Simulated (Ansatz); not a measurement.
# The puckered PAs bilayer (AB) under a gate, part 3 of 3

Aim: charge, voltage and capacitance of the puckered PAs bilayer (AB) in a field-effect set-up.

Ansatz 0.2.0; plane-wave DFT, PBE-D3(BJ), Ansatz PAW.

So far. Step 7 (Gated layer, added electrons 10×10¹³ per cm², start …): Against the uncharged case this takes +6.83 V.

## 8. Gated layer, added electrons -1×10¹³ per cm², start atoms

input.yaml reads:

```yaml
crystal:
  lattice:
    - [4.2735522513, 0.0, 0.0]
    - [0.0, 3.5388404407, 0.0]
    - [0.0, 0.0, 45.6727586588]
  atoms:
    - { symbol: P, position: [0.0660405146, 0.0, 0.4192311486] }
    - { symbol: As, position: [0.4355051177, 0.5, 0.4149081544] }
    - { symbol: As, position: [0.934244453, 0.0, 0.469535194] }
    - { symbol: P, position: [0.5642099147, 0.5, 0.465292907] }
    - { symbol: P, position: [0.0642099147, 0.5, 0.534707093] }
    - { symbol: As, position: [0.434244453, 0.0, 0.530464806] }
    - { symbol: As, position: [0.9355051177, 0.5, 0.5850918456] }
    - { symbol: P, position: [0.5660405146, 0.0, 0.5807688514] }
  periodic: [true, true, false]
  symmetry: { detect: true }
total_charge: 0.015123
kpoints:
  mp_grid: { grid: [30, 40, 1] }
hamiltonian:
  xc: pbe
  dispersion: d3bj
scf:
  occupations: { method: fermi_dirac, width: 0.02585 }
  convergence: { dr2_threshold: 1.0e-10 }
output:
  forces: true
  eigenvalues: true
  write_potential: true
  write_density: true
  volumetric_format: npy
external_charges:
  - { charge: 0, barrier: 10, axis: 3, height: 30.223, sigma: 0.25 }
  - { charge: -0.015123, axis: 3, height: 31.723, sigma: 0.5 }
```

The run is started by

```console
$ ansatz run input.yaml --threads 4 --pin off --max-ram 16384MiB --backend cpu --events-out ev --progress --plain --runs-dir out
```

Numbers of over 12 decimals in the logs are rounded to 6 here.

What it wrote:

```text
[...]
Crystal: 8 atoms, lattice volume = 690.728 Å³
Basis set: ecut = 420 eV, 13465 PW (Γ), exchange–correlation on 60×48×640 points (8 copies of the dense FFT grid, shifted against one another)
Bands: 48, of which v1, the nominal top of the filled ones, is band 40 counted from 1 (39 counted from 0)
Symmetry: 2 space group operations
k-points: 336 of 1200 (time reversal used)
[...]
--- Band table (eV; the first three rows and the last of 336) ---
  k-point 0: bands = [... 36 lower, -6.7078, -6.4045, -5.3104, -4.9420, -4.2150, -3.3918, -3.2970, -3.0290, ... 4 higher]
  k-point 1: bands = [... 36 lower, -6.7235, -6.4396, -5.3059, -4.9420, -4.2140, -3.3755, -3.2487, -2.9912, ... 4 higher]
  k-point 2: bands = [... 36 lower, -6.7642, -6.5346, -5.2961, -4.9438, -4.2117, -3.3368, -3.1065, -2.8721, ... 4 higher]
  k-point 335: bands = [... 36 lower, -6.7065, -6.6780, -6.6583, -6.6336, -2.4100, -2.3945, -2.3764, -2.3664, ... 4 higher]
[key lines of the parts left out:]
SCF converged after 15 iterations
Free energy (F): -22449.170763 eV
Fermi energy:    -4.655900 eV
```

Wall time 9.4 min (4 threads of Arm Neoverse V1, shared host); peak memory 6.2 GiB; 38 min of CPU time.

Against the uncharged case this takes -0.92 V.

## 9. Gated layer, added electrons -3×10¹³ per cm², start atoms

input.yaml: that of step 8 with these lines changed.

```diff
@@ -16,3 +16,3 @@
   symmetry: { detect: true }
-total_charge: 0.015123
+total_charge: 0.04537
 kpoints:
@@ -33,2 +33,2 @@
   - { charge: 0, barrier: 10, axis: 3, height: 30.223, sigma: 0.25 }
-  - { charge: -0.015123, axis: 3, height: 31.723, sigma: 0.5 }
+  - { charge: -0.04537, axis: 3, height: 31.723, sigma: 0.5 }
```

What it wrote:

```text
[...]
Crystal: 8 atoms, lattice volume = 690.728 Å³
Basis set: ecut = 420 eV, 13465 PW (Γ), exchange–correlation on 60×48×640 points (8 copies of the dense FFT grid, shifted against one another)
Bands: 48, of which v1, the nominal top of the filled ones, is band 40 counted from 1 (39 counted from 0)
Symmetry: 2 space group operations
k-points: 336 of 1200 (time reversal used)
[...]
--- Band table (eV; the first three rows and the last of 336) ---
  k-point 0: bands = [... 36 lower, -7.4084, -7.1000, -6.0050, -5.6226, -4.8997, -4.0774, -3.9958, -3.7172, ... 4 higher]
  k-point 1: bands = [... 36 lower, -7.4242, -7.1349, -6.0004, -5.6227, -4.8986, -4.0591, -3.9487, -3.6802, ... 4 higher]
  k-point 2: bands = [... 36 lower, -7.4628, -7.2292, -5.9906, -5.6249, -4.8960, -4.0172, -3.8083, -3.5627, ... 4 higher]
  k-point 335: bands = [... 36 lower, -7.4219, -7.3724, -7.3426, -7.3031, -3.1224, -3.1056, -3.0308, -3.0285, ... 4 higher]
[key lines of the parts left out:]
SCF converged after 15 iterations
Free energy (F): -22449.000207 eV
Fermi energy:    -5.432452 eV
```

The job ended after 9.3 min (4 threads; peak memory 6.2 GiB).

Against the uncharged case this takes -2.41 V.

## 10. Gated layer, added electrons -6×10¹³ per cm²

input.yaml, the sections that differ from step 9:

```yaml
total_charge: 0.090741
kpoints:
  mp_grid: { grid: [30, 40, 1] }
  band_path:
    path:
      - [0, 0, 0]
      - [0.5, 0, 0]
      - [0.5, 0.5, 0]
      - [0, 0, 0]
      - [0, 0.5, 0]
      - [0.5, 0.5, 0]
    npoints: 16
output:
  forces: true
  eigenvalues: true
  dos: { projected: true, e_range: [-3, 3], de: 0.01 }
  write_potential: true
  write_density: true
  volumetric_format: npy
  elf: true
external_charges:
  - { charge: 0, barrier: 10, axis: 3, height: 30.223, sigma: 0.25 }
  - { charge: -0.090741, axis: 3, height: 31.723, sigma: 0.5 }
# crystal, hamiltonian, scf: as in step 9
```

What it wrote:

```text
[...]
Crystal: 8 atoms, lattice volume = 690.728 Å³
Basis set: ecut = 420 eV, 13465 PW (Γ), exchange–correlation on 60×48×640 points (8 copies of the dense FFT grid, shifted against one another)
Bands: 48, of which v1, the nominal top of the filled ones, is band 40 counted from 1 (39 counted from 0)
Symmetry: 2 space group operations
k-points: 336 of 1200 (time reversal used)
[...]
--- Band table (eV; the first three rows and the last of 336) ---
  k-point 0: bands = [... 36 lower, -8.4743, -8.1494, -7.0613, -6.6530, -5.9406, -5.1252, -5.0485, -4.7571, ... 4 higher]
  k-point 1: bands = [... 36 lower, -8.4904, -8.1838, -7.0567, -6.6531, -5.9393, -5.1004, -5.0071, -4.7211, ... 4 higher]
  k-point 2: bands = [... 36 lower, -8.4952, -8.2763, -7.0470, -6.6554, -5.9363, -5.0496, -4.8740, -4.6057, ... 4 higher]
  k-point 335: bands = [... 36 lower, -8.5051, -8.4537, -8.3509, -8.3187, -4.2013, -4.1825, -4.0346, -4.0255, ... 4 higher]
[key lines of the parts left out:]
SCF converged after 13 iterations
Free energy (F): -22448.665563 eV
Fermi energy:    -6.582103 eV
```

Elapsed: 9.7 min, on 4 threads; peak memory 6.2 GiB.

Against the uncharged case this takes -4.64 V.

## 11. Gated layer, added electrons -10×10¹³ per cm²

input.yaml: that of step 10 with these lines changed.

```diff
@@ -16,3 +16,3 @@
   symmetry: { detect: true }
-total_charge: 0.090741
+total_charge: 0.151234
 kpoints:
@@ -44,2 +44,2 @@
   - { charge: 0, barrier: 10, axis: 3, height: 30.223, sigma: 0.25 }
-  - { charge: -0.090741, axis: 3, height: 31.723, sigma: 0.5 }
+  - { charge: -0.151234, axis: 3, height: 31.723, sigma: 0.5 }
```

What it wrote:

```text
[...]
Crystal: 8 atoms, lattice volume = 690.728 Å³
Basis set: ecut = 420 eV, 13465 PW (Γ), exchange–correlation on 60×48×640 points (8 copies of the dense FFT grid, shifted against one another)
Bands: 48, of which v1, the nominal top of the filled ones, is band 40 counted from 1 (39 counted from 0)
Symmetry: 2 space group operations
k-points: 336 of 1200 (time reversal used)
[...]
--- Band table (eV; the first three rows and the last of 336) ---
  k-point 0: bands = [... 36 lower, -9.8950, -9.5567, -8.4847, -8.0403, -7.3432, -6.5481, -6.4505, -6.1534, ... 4 higher]
  k-point 1: bands = [... 36 lower, -9.8910, -9.5905, -8.4801, -8.0403, -7.3419, -6.5132, -6.4180, -6.1189, ... 4 higher]
  k-point 2: bands = [... 36 lower, -9.8805, -9.6808, -8.4706, -8.0424, -7.3385, -6.4423, -6.3027, -6.0063, ... 4 higher]
  k-point 335: bands = [... 36 lower, -9.9532, -9.8988, -9.7160, -9.6914, -5.6453, -5.6239, -5.3971, -5.3742, ... 4 higher]
[key lines of the parts left out:]
SCF converged after 13 iterations
Free energy (F): -22448.073996 eV
Fermi energy:    -8.057998 eV
```

Run time: 11 min. Hardware: 4 threads; peak memory 6.2 GiB.

Against the uncharged case this takes -7.58 V.

## 12. The series together

This step: plane-wave DFT, PBE-D3(BJ), Ansatz PAW; charging by gates (Ansatz 0.2.0).

The potential behind each gate is read from every run and counted from the uncharged case.

Voltage on the gate against the layer's Fermi level, from the uncharged case. Table of gate voltage by added electrons:

| added electrons (10¹³ per cm²) | gate voltage (V) |
| --- | --- |
| -10.00 | -7.58 |
| -6.00 | -4.64 |
| -3.00 | -2.41 |
| -1.00 | -0.918 |
| 0.00 | 0 |
| 1.00 | 0.882 |
| 3.00 | 2.28 |
| 6.00 | 4.29 |
| 10.00 | 6.83 |

Charge step over voltage step between neighbouring densities. The total capacitance by added electrons:

| added electrons (10¹³ per cm²) | total capacitance (µF/cm²) |
| --- | --- |
| -8.00 | 2.19 |
| -4.50 | 2.15 |
| -2.00 | 2.15 |
| -0.50 | 1.75 |
| 0.50 | 1.82 |
| 2.00 | 2.29 |
| 4.50 | 2.39 |
| 8.00 | 2.53 |

Work function of the face away from the gate. Work function of the far face against added electrons:

| added electrons (1e13 /cm²) | work function of the far face (eV) |
| --- | --- |
| -10.00 | 4.46 |
| -6.00 | 4.44 |
| -3.00 | 4.38 |
| -1.00 | 4.32 |
| 0.00 | 4.12 |
| 1.00 | 3.95 |
| 3.00 | 3.96 |
| 6.00 | 4.01 |
| 10.00 | 4.06 |

By hand: 10¹³ electrons per cm² are 0.001 e/Å², which by Gauss's law end a field of 0.181 V/Å. At 10×10¹³ holes per cm² the field towards a gate is 1.810 V/Å, which over the 5 Å from the outer atoms would drop 9.05 V; the run needs 7.58 V.

## 13. Varying the input

This step: plane-wave DFT, PBE-D3(BJ), Ansatz PAW (Ansatz 0.2.0).

A run with a changed input: it repeats the earlier run at 1 × 10¹³ added electrons per cm² with crystal.symmetry from detect: true to detect: false, scf.occupations.method from fermi_dirac to cold and scf.occupations.width from 0.02585 to 0.3.

input.yaml reads:

```yaml
crystal:
  lattice:
    - [4.2735522513, 0.0, 0.0]
    - [0.0, 3.5388404407, 0.0]
    - [0.0, 0.0, 45.6727586588]
  atoms:
    - { symbol: P, position: [0.0660405146, 0.0, 0.4192311486] }
    - { symbol: As, position: [0.4355051177, 0.5, 0.4149081544] }
    - { symbol: As, position: [0.934244453, 0.0, 0.469535194] }
    - { symbol: P, position: [0.5642099147, 0.5, 0.465292907] }
    - { symbol: P, position: [0.0642099147, 0.5, 0.534707093] }
    - { symbol: As, position: [0.434244453, 0.0, 0.530464806] }
    - { symbol: As, position: [0.9355051177, 0.5, 0.5850918456] }
    - { symbol: P, position: [0.5660405146, 0.0, 0.5807688514] }
  periodic: [true, true, false]
  symmetry: { detect: false }
total_charge: -0.015123
kpoints:
  mp_grid: { grid: [30, 40, 1] }
hamiltonian:
  xc: pbe
  dispersion: d3bj
scf:
  occupations: { method: cold, width: 0.3 }
  convergence: { dr2_threshold: 1.0e-10 }
output:
  forces: true
  eigenvalues: true
  write_potential: true
  write_density: true
  volumetric_format: npy
external_charges:
  - { charge: 0, barrier: 10, axis: 3, height: 30.223, sigma: 0.25 }
  - { charge: 0.015123, axis: 3, height: 31.723, sigma: 0.5 }
```

What it wrote:

```text
[...]
Crystal: 8 atoms, lattice volume = 690.728 Å³
Basis set: ecut = 420 eV, 13465 PW (Γ), exchange–correlation on 60×48×640 points (8 copies of the dense FFT grid, shifted against one another)
Bands: 49, of which v1, the nominal top of the filled ones, is band 40 counted from 1 (39 counted from 0)
Symmetry: 1 space group operations
k-points: 602 of 1200 (time reversal used)
[...]
SCF iter  17: F=-22449.292311 eV  HF=-22449.292311 eV  |F-HF|=6.18e-11  |Δ(HF+E_count)|=  1.27e-10  S|Δr|=    0.00e0  Δρ=4.90e-8  dr2=2.43e-11  ethr=1.00e-12  ⟨swp⟩=23.3  Hψ=263121  notcnv=0
SCF 1 converged in 17 iterations: F = -22449.292311 eV  dr2 = 2.43e-11
[...]
SCF converged after 17 iterations
Stability not checked: this state was not tested for a lower state beside it, because cold or Methfessel-Paxton smearing, or corrected tetrahedra, fill the levels in a way that the test cannot read (fill_not_monotonic; see scf.lower_state_search)
Free energy (F): -22449.292311 eV
[...]
Internal energy: -22449.311113 eV  (E = F + TS)
E sigma→0 (E₀):  -22449.298578 eV
Entropy (-TS):   0.018803 eV (2.350 meV/atom)
Fermi energy:    -3.876476 eV
[...]
--- Forces (eV/Å), atoms and charges each counted from 1 ---
  atom   1  P     -0.00293797     0.00000000     0.00591440
  atom   2  As     0.00578883    -0.00000000    -0.00837325
  atom   3  As     0.00466958     0.00000000     0.00119761
  atom   4  P     -0.00556998    -0.00000000    -0.00251630
  atom   5  P     -0.00685055    -0.00000000     0.00586876
  atom   6  As     0.00595830    -0.00000000    -0.00787784
  atom   7  As    -0.00153471     0.00000000    -0.00849072
  atom   8  P      0.00047647    -0.00000000     0.00337118
  external charge   1     0.00000000     0.00000000     0.01227417
  external charge   2     0.00000000     0.00000000    -0.00136761
  max |Σ_I F_I| component, the external charges' with the atoms': 4.10e-7 eV/Å
--- Band table (eV; the first three rows and the last of 602) ---
  k-point 0: bands = [... 36 lower, -6.0231, -5.7184, -4.6301, -4.2712, -3.5444, -2.7208, -2.6110, -2.3508, ... 5 higher]
  k-point 1: bands = [... 36 lower, -6.0388, -5.7535, -4.6256, -4.2710, -3.5436, -2.7053, -2.5627, -2.3121, ... 5 higher]
  k-point 2: bands = [... 36 lower, -6.0799, -5.8486, -4.6160, -4.2723, -3.5417, -2.6682, -2.4205, -2.1910, ... 5 higher]
  k-point 601: bands = [... 36 lower, -6.0311, -5.9966, -5.9821, -5.9507, -1.7397, -1.7220, -1.7040, -1.6906, ... 5 higher]
```

The job ended after 19 min (4 threads; peak memory 10 GiB).

| quantity | this run | earlier run | difference |
| --- | --- | --- | --- |
| potential beyond the upper barrier and gate, less the barrier, from the Fermi level (eV) | 3.499 | 3.194 | 0.30 |

It moves by +0.305 eV.

The change shows in the results, which are not taken further.

## 14. Varying the input: scf.occupations.width = 0.05

Another changed input: it repeats the earlier run at 1 × 10¹³ added electrons per cm² with scf.occupations.width from 0.02585 to 0.05.

input.yaml: that of step 13 with these lines changed.

```diff
@@ -15,3 +15,3 @@
   periodic: [true, true, false]
-  symmetry: { detect: false }
+  symmetry: { detect: true }
 total_charge: -0.015123
@@ -23,3 +23,3 @@
 scf:
-  occupations: { method: cold, width: 0.3 }
+  occupations: { method: fermi_dirac, width: 0.05 }
   convergence: { dr2_threshold: 1.0e-10 }
```

What it wrote:

```text
[...]
Crystal: 8 atoms, lattice volume = 690.728 Å³
Basis set: ecut = 420 eV, 13465 PW (Γ), exchange–correlation on 60×48×640 points (8 copies of the dense FFT grid, shifted against one another)
Bands: 49, of which v1, the nominal top of the filled ones, is band 40 counted from 1 (39 counted from 0)
Symmetry: 2 space group operations
k-points: 336 of 1200 (time reversal used)
[...]
SCF iter  16: F=-22449.295508 eV  HF=-22449.295508 eV  |F-HF|=2.62e-10  |Δ(HF+E_count)|=  1.09e-10  Δρ=3.66e-8  dr2=2.87e-11  ethr=1.00e-12  ⟨swp⟩=9.2  Hψ=95726  notcnv=0
SCF 1 converged in 16 iterations: F = -22449.295508 eV  dr2 = 2.87e-11
[...]
SCF converged after 16 iterations
Free energy (F): -22449.295508 eV
[...]
Internal energy: -22449.292836 eV  (E = F + TS)
E sigma→0 (E₀):  -22449.294172 eV
Entropy (-TS):   -0.002672 eV (-0.334 meV/atom)
Fermi energy:    -3.627087 eV
[...]
--- Forces (eV/Å), atoms and charges each counted from 1 ---
  atom   1  P     -0.00226343     0.00000000    -0.00966980
  atom   2  As     0.00224370     0.00000000    -0.00046765
  atom   3  As     0.00579016     0.00000000    -0.00254428
  atom   4  P     -0.00384509     0.00000000     0.01210326
  atom   5  P     -0.00634334     0.00000000    -0.00935717
  atom   6  As     0.00824645     0.00000000    -0.00692525
  atom   7  As    -0.00369309     0.00000000    -0.01440592
  atom   8  P     -0.00013545     0.00000000     0.02030205
  external charge   1     0.00000000     0.00000000     0.01233155
  external charge   2     0.00000000     0.00000000    -0.00136761
  max |Σ_I F_I| component, the external charges' with the atoms': 8.21e-7 eV/Å
--- Band table (eV; the first three rows and the last of 336) ---
  k-point 0: bands = [... 36 lower, -6.0240, -5.7189, -4.6314, -4.2732, -3.5446, -2.7221, -2.6117, -2.3511, ... 5 higher]
  k-point 1: bands = [... 36 lower, -6.0398, -5.7540, -4.6269, -4.2729, -3.5437, -2.7065, -2.5634, -2.3124, ... 5 higher]
  k-point 2: bands = [... 36 lower, -6.0807, -5.8491, -4.6172, -4.2742, -3.5419, -2.6694, -2.4213, -2.1912, ... 5 higher]
  k-point 335: bands = [... 36 lower, -6.0339, -5.9968, -5.9839, -5.9500, -1.7421, -1.7239, -1.7041, -1.6904, ... 5 higher]
```

It took 10 min on 4 threads; peak memory 6.3 GiB.

This step gave:

| Item | Value |
| --- | --- |
| energy at zero smearing | -22449.2942 eV |
| potential beyond the upper barrier and gate, less the barrier, from the Fermi level | 3.248 eV |

| quantity | this run | earlier run | difference |
| --- | --- | --- | --- |
| potential beyond the upper barrier and gate, less the barrier, from the Fermi level (eV) | 3.248 | 3.194 | 0.054 |

It moves by +0.054 eV.

## 15. Results

- gap with uncharged gates: 0.342 eV
- gate voltage at 10×10¹³ holes per cm²: -7.58 V
- gate voltage at 10×10¹³ electrons per cm²: +6.83 V
- total capacitance near 8×10¹³ holes per cm²: 2.19 µF/cm²

Putting 10×10¹³ holes per cm² on the layer takes -7.58 V on the gate; how far the Fermi level moves against the bands is taken for single layers without spin and with an even electron count alone. Between the first holes and the first electrons the voltage runs over 1.80 V: the drop across the plates for that charge, plus the way of the Fermi level through the region of the 0.34 eV gap. The zero of the voltage lies where the smearing puts the uncharged Fermi level. Plates 5 Å apart would give 1.77 µF/cm² in vacuum; the computed total runs from 1.7 to 2.53 µF/cm². A value over that of the plates means that the screening charge has its centre outside the outer atoms; a low density of states works the other way. Few carriers sample few k-points, so the slopes at the lowest densities depend on the mesh and on the temperature. The gates are charged sheets behind model barriers, not atoms. Spin-orbit coupling is left out.

[Logs are printed without paths, hosts, clocks, repeated set-up lines and the standing remarks that a program may print on its own settings, such as how far it seeks lower states.]

[Hosts, paths, dates, database ids (printed as entryN), source tags and the programs' standing remarks are cut or masked in the printed files.]

[Maps of the electrostatic potential energy from Ansatz leave out the sawtooth potential of an applied field or a dipole correction, so their vacuum need not be flat; planar profiles and work functions include it.]
